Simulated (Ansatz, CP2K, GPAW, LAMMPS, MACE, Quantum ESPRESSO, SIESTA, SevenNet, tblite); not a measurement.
# Glassy 70P2O5-10Al2O3-20CaO (mol %) (58 atoms) in other programs, against a plane-wave reference

Aim: run glassy 70P2O5-10Al2O3-20CaO (mol %) (58 atoms) in several programs and set results and cost side by side. A plane-wave run serves as the reference.

Main program and level: Ansatz 0.2.0; Kohn-Sham DFT, PBE, PAW, plane waves.

**1. The structure**

The cell holds 58 atoms: 14 P, 2 Al, 2 Ca and 40 O. Its edges and angles: a = 9.332 Å, b = 9.332 Å, c = 9.332 Å, α = 90.0°, β = 90.0°, γ = 90.0°. 58 atoms (14 P, 2 Al, 2 Ca, 40 O) placed at random at 2.49 g/cm³, melted at 4000 K for 10 ps at fixed volume with the Morse and Coulomb pair potential with partial charges (Pedone, Malavasi, Menziani, Cormack and Segre, J. Phys. Chem. B 110, 11780 (2006)). Quenched from 4000 K to 300 K at 5 K/ps and fixed volume, held 10 ps at zero pressure.

**2. Reference: Ansatz, plane waves**

The PAW files are the set soft_2.

The input, input.yaml:

```yaml
crystal:
  lattice:
    - [9.33176, 0.0, 0.0]
    - [0.0, 9.33176, 0.0]
    - [0.0, 0.0, 9.33176]
  atoms:
    - { symbol: P, position: [0.96134, 0.55846, 0.04248] }
    - { symbol: P, position: [0.24478, 0.21348, 0.10247] }
    - { symbol: P, position: [0.97842, 0.26931, 0.91185] }
    - { symbol: P, position: [0.5168, 0.88921, 0.5008] }
    [... 48 atom lines left out ...]
    - { symbol: O, position: [0.56325, 0.6866, 0.14404] }
    - { symbol: O, position: [0.23639, 0.04503, 0.1298] }
    - { symbol: O, position: [0.6187, 0.12821, 0.91997] }
    - { symbol: O, position: [0.36657, 0.51244, 0.10788] }
    - { symbol: O, position: [0.13108, 0.87472, 0.31401] }
    - { symbol: O, position: [0.66763, 0.91954, 0.55755] }
kpoints:
  mp_grid: { grid: [1, 1, 1] }
hamiltonian:
  xc: pbe
scf:
  occupations: { method: fermi_dirac, width: 0.05 }
output:
  forces: true
  eigenvalues: true
  populations: true
  stress: true
```

Command:

```
$ ansatz run input.yaml --threads 4 --pin off --max-ram 8192MiB --backend cpu --events-out ev --progress --plain --runs-dir out
```

Numbers of over 12 decimals in the logs are rounded to 6 here.

What it wrote:

```text
[...]
Pseudopotentials: kind: paw
Pseudopotential: P, paw, valence charge 5, recommended cutoff 420 eV (normal), P.paw.azcp
Pseudopotential: Al, paw, valence charge 3, recommended cutoff 420 eV (normal), Al.paw.azcp
Pseudopotential: Ca, paw, valence charge 10, recommended cutoff 420 eV (normal), Ca.paw.azcp
Pseudopotential: O, paw, valence charge 6, recommended cutoff 420 eV (normal), O.paw.azcp
[... 5 lines on functional and potentials left out ...]
Crystal: 58 atoms, lattice volume = 812.626 Å³
Basis set: ecut = 420 eV, 15895 PW (Γ), exchange–correlation on 128×128×128 points (8 copies of the dense FFT grid, shifted against one another)
Bands: 226, of which v1, the nominal top of the filled ones, is band 168 counted from 1 (167 counted from 0)
Symmetry: 1 space group operations
Space group: P1 (ITA 1), of the structure as read, at distance tolerance 9.3e-5 Å
k-points: 1
[... 9 lines on functional and potentials left out ...]
Initial density: superposition of atomic densities (neutral atoms: chi_scale 0, normalization atom), corrected by the library's trained network
Initial wavefunctions: pseudopotential atomic-orbital guess
[...]
SCF iter   1: F=—  HF=-38004.526642 eV  |F-HF|=—  |Δ(HF+E_count)|=         —  Δρ=6.47e-3  dr2=5.46e-1  ethr=1.77e-3  ⟨swp⟩=8.0  Hψ=1278  notcnv=0  defer=47
preconditioner: auto → Resta (q_TF=auto, 2.355 Å⁻¹)  ε∞=3.1  [insulator: Δε(μ)=1.730 eV  Ē_g=16.299 eV  σ=0.050 eV  W_gap=1.00  n_scr=178 (ndim 8)  ℏωp=23.7 eV  f_vac=0.197  D(μ)=0.00/eV (n_scr^D=0)  ε∞_Penn≈3.1]
[...]
SCF iter   9: F=—  HF=-38004.344235 eV  |F-HF|=—  |Δ(HF+E_count)|=   9.83e-7  Δρ=6.71e-6  dr2=3.43e-7  ethr=5.67e-10  ⟨swp⟩=3.0  Hψ=316  notcnv=0  defer=52
SCF iter  10: F=-38004.344235 eV  HF=-38004.344235 eV  |F-HF|=1.59e-8  |Δ(HF+E_count)|=   7.73e-8  Δρ=3.24e-6  dr2=7.48e-8  ethr=2.98e-11  ⟨swp⟩=22.0  Hψ=1758  notcnv=0
SCF 1 converged in 10 iterations: F = -38004.344235 eV  dr2 = 7.48e-8
[...]
SCF converged after 10 iterations
Free energy (F): -38004.344235 eV
Harris-Foulkes:  -38004.344235 eV  (|F-HF|=1.59e-8)
Internal energy: -38004.342724 eV  (E = F + TS)
E sigma→0 (E₀):  -38004.343480 eV
Entropy (-TS):   -0.001512 eV (-0.026 meV/atom)
Fermi energy:    5.218711 eV
--- Per-component energies (eV) ---
[...]
Σ components = -38004.344235   (vs F -38004.344235, Δ=0.00e0)
--- Forces (eV/Å), atoms counted from 1 ---
  atom   1  P      4.81365508    -0.04807614     0.28901210
  atom   2  P     -0.68802187    -4.08050510     1.07996707
  atom   3  P     -0.07779821     1.90959588    -2.63623200
  atom   4  P     -2.71620945    -0.44849297    -3.61113447
[...]
atom  58  O      1.42742735    -0.02380681     0.64306666
  max |Σ_I F_I| component: 9.86e-5 eV/Å
--- Stress (GPa, compression-positive) ---
        2.489264       1.022752      -0.653887
        1.022753       2.922697       0.418514
       -0.653888       0.418521      -0.621237
  P = ⅓ Tr σ = 1.5969 GPa (15.969 kbar)
--- Band table (eV) ---
  k-point 0: bands = ["-36.1493", "-36.0105", "-21.5308", "-20.5595", [... 210 levels ...], "12.0013", "12.1348", "12.1404", "12.2119", "12.2872", "12.3590", "12.4713", "12.5479", "12.6106", "12.6689", "12.7972", "12.8953"]
--- Löwdin populations: 58 sites ---
  site symbol       q [e]
     0      P      2.7648
     1      P      2.6584
     2      P      2.7271
[...]
57      O      6.7195
  spilling = 0.017552 (of n_electrons = 336.000000)
```

The job ended after 5.6 s (4 threads of Arm Neoverse V2, shared host; peak memory 0.85 GiB; 21 s of CPU time).

The run gave:

- free energy: -38004.3442 eV
- free energy per atom: -655.2473 eV/atom
- SCF cycles: 10
- pressure: 1.597 GPa
- r.m.s. force component: 1.701 eV/Å
- longest force: 7.519 eV/Å
- Fermi energy: 5.219 eV
- gap (highest filled to lowest empty level): 0.6959 eV
- spilling of the projection: 0.01755

Length of the force by element:

| element | coordination | atoms | mean length of the force (eV/Å) | spread | least | most |
| --- | --- | --- | --- | --- | --- | --- |
| Al | all | 2 | 2.60 | 0.937 | 1.66 | 3.53 |
| Ca | all | 2 | 1.06 | 0.315 | 0.744 | 1.37 |
| O | all | 40 | 2.02 | 1.18 | 0.554 | 5.45 |
| P | all | 14 | 4.13 | 1.44 | 2.02 | 7.52 |

The levels nearest the highest filled one (over half full), pooled over k-points and spins:

| level less the highest filled one (eV) | occupation |
| --- | --- |
| -1.75 | 2 |
| -1.66 | 2 |
| -1.43 | 2 |
| -0.9 | 2 |
| -0.482 | 2 |
| 0 | 2.00 |
| 0.696 | 0.002 |
| 1.74 | 0 |
| 2.50 | 0 |
| 2.91 | 0 |
| 3.11 | 0 |
| 3.32 | 0 |

The run ends at a pressure of 1.60 GPa, with forces up to 7.5 eV/Å.

**3. Local order**

Density 2.47 g/cm³, 14.01 Å³ an atom.

g(r), total and by pair (bins of 0.2 Å):

| r (Å) | total | O-O | O-P | O-Al | O-Ca | P-P | P-Al |
| --- | --- | --- | --- | --- | --- | --- | --- |
| 1.40 | 1.06 | 0.00 | 3.19 | 0.00 | 0.00 | 0.00 | 0.00 |
| 1.60 | 3.49 | 0.00 | 10.29 | 1.44 | 0.00 | 0.00 | 0.00 |
| 1.80 | 0.43 | 0.00 | 0.39 | 6.42 | 0.00 | 0.00 | 0.00 |
| 2.00 | 0.10 | 0.00 | 0.00 | 2.12 | 0.00 | 0.00 | 0.00 |
| 2.20 | 0.15 | 0.08 | 0.00 | 0.78 | 1.64 | 0.00 | 0.00 |
| 2.40 | 1.66 | 3.07 | 0.00 | 0.00 | 4.21 | 0.00 | 0.00 |
| 2.60 | 1.24 | 2.56 | 0.08 | 0.00 | 0.00 | 0.00 | 0.00 |
| 2.80 | 0.52 | 0.93 | 0.07 | 0.00 | 1.01 | 0.00 | 0.00 |
| 3.00 | 0.69 | 0.76 | 0.38 | 0.00 | 0.00 | 3.18 | 1.22 |
| 3.20 | 0.89 | 0.87 | 0.45 | 0.38 | 0.79 | 2.64 | 5.70 |
| 3.40 | 0.77 | 0.90 | 0.79 | 0.68 | 0.00 | 0.00 | 2.03 |
| 3.60 | 0.95 | 0.78 | 1.20 | 0.91 | 0.95 | 0.00 | 0.88 |
| 3.80 | 1.21 | 0.72 | 2.03 | 1.37 | 0.83 | 0.67 | 0.00 |
| 4.00 | 1.27 | 0.55 | 2.38 | 1.75 | 1.51 | 0.61 | 0.00 |
| 4.20 | 0.98 | 0.66 | 1.32 | 1.83 | 0.68 | 1.49 | 0.00 |
| 4.40 | 0.93 | 1.00 | 0.66 | 1.25 | 1.27 | 1.53 | 1.19 |
| 4.60 | 1.15 | 1.33 | 0.85 | 1.15 | 2.09 | 1.09 | 0.56 |

Bonds by pair of elements; cutoffs follow the first minimum of g(r), held within bounds set by covalent radii, and pairs that aren't listed don't count as bonded:

| pair A-B | cutoff (Å) | bonds | mean length (Å) | spread (Å) | shortest (Å) | B about A | A about B |
| --- | --- | --- | --- | --- | --- | --- | --- |
| O-P | 2.08 | 57 | 1.55 | 0.057 | 1.45 | 1.43 | 4.07 |
| O-Al | 2.19 | 8 | 1.80 | 0.096 | 1.70 | 0.2 | 4 |
| O-Ca | 2.83 | 9 | 2.41 | 0.161 | 2.20 | 0.225 | 4.5 |

The cutoffs for O-Al and O-Ca fall short of the minimum of g(r), so counts run low and odd coordinations can be artefacts.

How many atoms have how many bonded neighbours:

| element | mean | 1 | 2 | 3 | 4 | 5 |
| --- | --- | --- | --- | --- | --- | --- |
| Al | 4 | 0 | 0 | 0 | 2 | 0 |
| Ca | 4.5 | 0 | 0 | 0 | 1 | 1 |
| O | 1.85 | 7 | 32 | 1 | 0 | 0 |
| P | 4.07 | 0 | 0 | 0 | 13 | 1 |

Oxygen atoms by the number of network formers (Si, P, Ge, B, Al, As, Ga) bound to them:

| network formers bound to O | O atoms | per cent |
| --- | --- | --- |
| 0 | 0 | 0 |
| 1 | 15 | 37.5 |
| 2 | 25 | 62.5 |

Network units: each former by its oxygen neighbours and how many of them bridge to another former:

| former | O neighbours | bridging O | atoms |
| --- | --- | --- | --- |
| P | 4 | 2 | 4 |
| P | 4 | 3 | 6 |
| P | 4 | 4 | 3 |
| P | 5 | 4 | 1 |
| Al | 4 | 4 | 2 |

Rings of the network by King's shortest-path rule, up to 12 atoms, one path for each pair of neighbours; H, halogens, alkali and alkaline-earth atoms are left out, and the last column divides by all other atoms, bonded or not:

| ring size (atoms) | rings | per network atom |
| --- | --- | --- |
| 10 | 1 | 0.018 |
| 12 | 1 | 0.018 |

**4. The other programs**

The programs:
- CP2K 2026.2: Gaussian basis with GTH pseudopotentials and a plane-wave density; labels give functional, basis (MOLOPT sets; SR short-range, UZH the newer set with its own potentials), grid cutoff/relative cutoff and solver (OT: orbital transformation; TRS4, TC2, SIGN: linear-scaling purification with its sparsity filter), or its built-in tight binding.
- GPAW 26.7.0: PAW with atomic orbitals (LCAO), plane waves or a real-space grid of spacing h.
- MACE: machine-learned potential, published weights.
- Quantum ESPRESSO 7.5: plane waves; labels (QE) give functional, pseudopotential set and cutoffs of waves/density.
- SIESTA 5.4.2: numerical atomic orbitals, whose automatically made sets are far from complete, with PseudoDojo norm-conserving potentials that we converted to its format (checked against plane waves on the same files for H, C, O, Si, Ge and Ca alone); labels give functional, basis size, energy shift and mesh cutoff.
- SevenNet: machine-learned potential, published weights.
- tblite 0.8.0: extended tight binding, driven from Python.

All use the same cell and atoms; the electronic-structure runs use the same k-mesh, and an electronic temperature of 580 K (0.05 eV) where levels are smeared.

Differences are against the plane-wave reference, forces as r.m.s. over components; share is that over the reference's r.m.s. force, slope the least-squares factor from reference forces to these. Total energies of different programs have different zeros and aren't compared.

| run | Δ force, r.m.s. (meV/Å) | share (%) | slope | Δ pressure (GPa) | Δ gap (eV) | cores | CPU time | memory (GiB) |
| --- | --- | --- | --- | --- | --- | --- | --- | --- |
| reference | - | - | - | - | - | 4 | 21 s | 0.85 |
| CP2K LDA, DZVP-MOLOPT-SR, 600/50 Ry, diagonalisation | 226 | 13.3 | 1.006 | -5.77 | - | 2 | 1.8 min | 2.0 |
| CP2K PBE, DZVP-MOLOPT-SR, 210/50 Ry, diagonalisation (coarse) | 232 | 13.6 | 1.051 | 1.75 | - | 2 | 87 s | 0.6 |
| CP2K PBE, DZVP-MOLOPT-SR, 600/50 Ry, OT DIIS | 140 | 8.25 | 1.058 | 1.16 | -0.494 | 4 | 4.3 min | 2.2 |
| CP2K PBE, DZVP-MOLOPT-SR, 600/50 Ry, diagonalisation | 131 | 7.68 | 1.049 | 1.27 | - | 2 | 2.2 min | 2.2 |
| CP2K PBE, DZVP-MOLOPT-SR, 840/50 Ry, diagonalisation | 126 | 7.39 | 1.049 | 1.27 | - | 4 | 3.3 min | 5.2 |
| CP2K PBE, TZV2P-UZH, 600/50 Ry, diagonalisation | 80.1 | 4.71 | 0.983 | -1.03 | -0.0494 | 4 | 5.8 min | 3.7 |
| CP2K PBE, TZVP-UZH, 600/50 Ry, diagonalisation | 66.5 | 3.91 | 1.016 | 0.370 | -0.204 | 4 | 2.9 min | 3.3 |
| GPAW PBE, LCAO dzp, h 0.18 Å | 571 | 33.6 | 1.095 | - | -0.296 | 1 | 64 s | 1 |
| GPAW PBE, LCAO dzp, h 0.22 Å (coarse) | 577 | 33.9 | 1.093 | - | -0.295 | 1 | 46 s | 0.69 |
| GPAW revPBE, LCAO dzp, h 0.18 Å | 613 | 36.0 | 1.110 | - | -0.291 | 1 | 64 s | 1.0 |
| MACE MP-0b2 small potential | 424 | 24.9 | 0.821 | -0.324 | - | 1 | 5.2 s | 0.71 |
| QE PBE, sssp-1.3.0-efficiency, 35/280 Ry (coarse) | 109 | 6.42 | 1.006 | -10.7 | 1.0e-4 | 2 | 2.3 min | 1.1 |
| QE PBE, sssp-1.3.0-efficiency, 60/480 Ry | 94.7 | 5.56 | 1.003 | 0.633 | 0.0094 | 2 | 4.6 min | 2.2 |
| SIESTA BLYP, PBE potentials, DZP, shift 0.01 Ry, mesh 500 Ry | 371 | 21.8 | 1.084 | 5.27 | -0.268 | 2 | 2.5 min | 1.4 |
| SIESTA PBE, DZP, shift 0.01 Ry, mesh 500 Ry | 318 | 18.7 | 1.081 | 2.90 | - | 2 | 2.8 min | 1.4 |
| SevenNet 0 potential | 258 | 15.2 | 0.938 | -0.295 | - | 1 | 5.6 s | 0.84 |
| SevenNet l3i5 potential | 230 | 13.5 | 0.928 | -0.385 | - | 1 | 6.6 s | 1.2 |
| tblite GFN1-xTB | 449 | 26.4 | 0.920 | 1.96 | - | 1 | 2.5 s | 0.12 |

Rows marked coarse were listed beforehand as settings not expected to be converged; some can still land near the reference.

Times of the machine-learned potentials are mostly Python's start and the loading of weights.

CPU time is summed over cores on a shared host, where runs went side by side, so it is rough. Symmetry, cutoffs, thresholds, outputs and thread counts weren't matched or tuned between programs; memory under MPI is the largest rank's times the ranks.

Runs without a result: CP2K GFN1-xTB, diagonalisation (not converged, the SCF not settling); CP2K PBE0 with truncated exchange and ADMM, PBE0 potentials, DZVP-UZH, 600/50 Ry, OT DIIS (cut off at its time limit of 31 min).

Mean charges by element (e), by run and scheme:

| run | scheme | P | Al | Ca | O |
| --- | --- | --- | --- | --- | --- |
| CP2K LDA, DZVP-MOLOPT-SR, 600/50 Ry, diagonalisation | Mulliken | +0.57 | +0.91 | +1.08 | -0.30 |
| CP2K LDA, DZVP-MOLOPT-SR, 600/50 Ry, diagonalisation | Hirshfeld | +0.52 | +0.55 | +0.50 | -0.24 |
| CP2K PBE, DZVP-MOLOPT-SR, 600/50 Ry, OT DIIS | Mulliken | +0.74 | +1.13 | +1.18 | -0.38 |
| CP2K PBE, DZVP-MOLOPT-SR, 600/50 Ry, OT DIIS | Hirshfeld | +0.55 | +0.59 | +0.55 | -0.25 |
| CP2K PBE, DZVP-MOLOPT-SR, 600/50 Ry, diagonalisation | Mulliken | +0.74 | +1.12 | +1.18 | -0.37 |
| CP2K PBE, DZVP-MOLOPT-SR, 600/50 Ry, diagonalisation | Hirshfeld | +0.55 | +0.59 | +0.55 | -0.25 |
| CP2K PBE, DZVP-MOLOPT-SR, 840/50 Ry, diagonalisation | Mulliken | +0.74 | +1.12 | +1.18 | -0.37 |
| CP2K PBE, DZVP-MOLOPT-SR, 840/50 Ry, diagonalisation | Hirshfeld | +0.55 | +0.59 | +0.55 | -0.25 |
| CP2K PBE, TZV2P-UZH, 600/50 Ry, diagonalisation | Mulliken | +1.32 | +1.88 | +1.50 | -0.63 |
| CP2K PBE, TZV2P-UZH, 600/50 Ry, diagonalisation | Hirshfeld | +0.55 | +0.59 | +0.54 | -0.25 |
| CP2K PBE, TZVP-UZH, 600/50 Ry, diagonalisation | Mulliken | +1.32 | +1.46 | +1.34 | -0.60 |
| CP2K PBE, TZVP-UZH, 600/50 Ry, diagonalisation | Hirshfeld | +0.56 | +0.60 | +0.54 | -0.25 |
| SIESTA BLYP, PBE potentials, DZP, shift 0.01 Ry, mesh 500 Ry | Hirshfeld | +0.49 | +0.47 | +0.60 | -0.23 |
| SIESTA PBE, DZP, shift 0.01 Ry, mesh 500 Ry | Hirshfeld | +0.46 | +0.44 | +0.59 | -0.21 |
| tblite GFN1-xTB | Mulliken | +0.56 | +0.66 | +0.82 | -0.27 |

Within one program, basis, potentials and functional, energies share a zero. Each run against its twin at the usual cutoff or grid and solver:

| run | twin | Δ energy (meV/atom) | Δ force, r.m.s. (meV/Å) | CPU time over the twin's |
| --- | --- | --- | --- | --- |
| CP2K PBE, DZVP-MOLOPT-SR, 210/50 Ry, diagonalisation | DZVP-MOLOPT-SR, 600/50 Ry, diagonalisation | -24.5 | 184 | 0.66 |
| CP2K PBE, DZVP-MOLOPT-SR, 600/50 Ry, OT DIIS | DZVP-MOLOPT-SR, 600/50 Ry, diagonalisation | 0.159 | 36.1 | 2.0 (this twin ran on 2 cores) |
| CP2K PBE, DZVP-MOLOPT-SR, 840/50 Ry, diagonalisation | DZVP-MOLOPT-SR, 600/50 Ry, diagonalisation | 0.118 | 34.6 | 1.5 (this twin ran on 2 cores) |
| GPAW PBE, LCAO dzp, h 0.22 Å | LCAO dzp, h 0.18 Å | 125 | 96.8 | 0.71 |
| QE PBE, sssp-1.3.0-efficiency, 35/280 Ry | sssp-1.3.0-efficiency, 60/480 Ry | 144 | 18.9 | 0.49 |

**5. Results**

```yaml
reference_r_m_s_force_component: 1.70 eV/Å
nearest_in_forces: CP2K PBE, TZVP-UZH, 600/50 Ry, diagonalisation, 3.9 %
farthest_in_forces: GPAW revPBE, LCAO dzp, h 0.18 Å, 36 %
cheapest_electronic_structure_run_beside_the_reference: tblite GFN1-xTB, 2.5 s of CPU time
```

PBE on plane waves or a grid with other potentials, cutoffs or grids, coarse settings apart, differs from the reference by 5.6 % (QE PBE, sssp-1.3.0-efficiency, 60/480 Ry) of the r.m.s. force; this holds the reference's own error, so differences of a few per cent don't tell which side is nearer the exact PBE result (QE's 60 Ry are 816 eV, against the reference's 420 eV). The PBE runs in local orbitals, coarse settings apart, differ by 3.9 % (CP2K PBE, TZVP-UZH, 600/50 Ry, diagonalisation) to 34 % (GPAW PBE, LCAO dzp, h 0.18 Å); basis, grid and potentials can all enter. Tight binding differs by 26 % (tblite GFN1-xTB); it is another model, with fitted parameters of its own, and the xTB methods hold dispersion. Machine-learned potentials differ by 14 % (SevenNet l3i5 potential) to 25 % (MACE MP-0b2 small potential); they were trained on other programs' data. Among those trained on PBE data the slope goes as low as 0.82, which softening far from their training structures can give, though the reference's k-sampling is untested too. Rows with another functional or a dispersion term differ by 13 % (CP2K LDA, DZVP-MOLOPT-SR, 600/50 Ry, diagonalisation) to 36 % (GPAW revPBE, LCAO dzp, h 0.18 Å), which mixes the change of model with differences of basis and potentials, some of them made for another functional. Runs with settings chosen to be coarse differ by 6.4 % (QE PBE, sssp-1.3.0-efficiency, 35/280 Ry) to 34 % (GPAW PBE, LCAO dzp, h 0.22 Å), their programs' other errors included. One electronic-structure run takes under half the reference's CPU time: tblite GFN1-xTB, at 26 % in 2.5 s against 21 s; its pressure misses by +2.0 GPa. At the same functional, gaps differ from the reference's 0.696 eV by between -0.49 and +0.01 eV. In pressure, QE PBE, sssp-1.3.0-efficiency, 35/280 Ry misses by -10.7 GPa, at the same functional; a cutoff this low leaves a large Pulay stress. Charges hang on model, scheme and program or settings: among these rows the mean for Al runs from +0.44 to +1.88 e. In the reference: filled and empty levels are parted by 0.696 eV (at Γ alone); a semilocal functional tends to put such gaps too low. In a disordered cell it changes from sample to sample, and tail or defect levels can set it. In the reference: first main peaks of g(r), for some of the pairs, lie near 2.5 Å (O-O), 1.5 Å (O-P), 1.8 Å (O-Al), 2.4 Å (O-Ca), 3.1 Å (P-P) and 3.2 Å (P-Al). Periodic xTB results under one method name differ between programs and library versions. In our tests on small cells the SSSP efficiency potentials stood apart from two norm-conserving sets, for C–F bonds most and for P–O bonds less, so differences between them and other runs here needn't be the other run's error. Machine-learned potentials mimic data converged in k, so the reference's own k-point error enters their differences. The quench rate of 5 K/ps is many orders above laboratory rates, so the cell is likely richer in defects and strain than a real sample. The network of bonds at the start is that of the classical potential that made the cell, and needn't be the one that DFT or experiment would give. The reference's stress is far from hydrostatic: its diagonal is 2.5, 2.9, -0.6 GPa, compression counted positive. The electronic-structure runs sample only Γ, in a cell whose shortest periodic width is 9 Å.

[Also dropped from logs without a mark: logging warnings of Python, and SIESTA's first energy breakdown and zero terms.]

[Logs are printed without paths, hosts, clocks, repeated set-up lines and the standing remarks that a program may print on its own settings, such as how far it seeks lower states.]

[Hosts, paths, dates, database ids (printed as entryN), source tags and the programs' standing remarks are cut or masked in the printed files.]
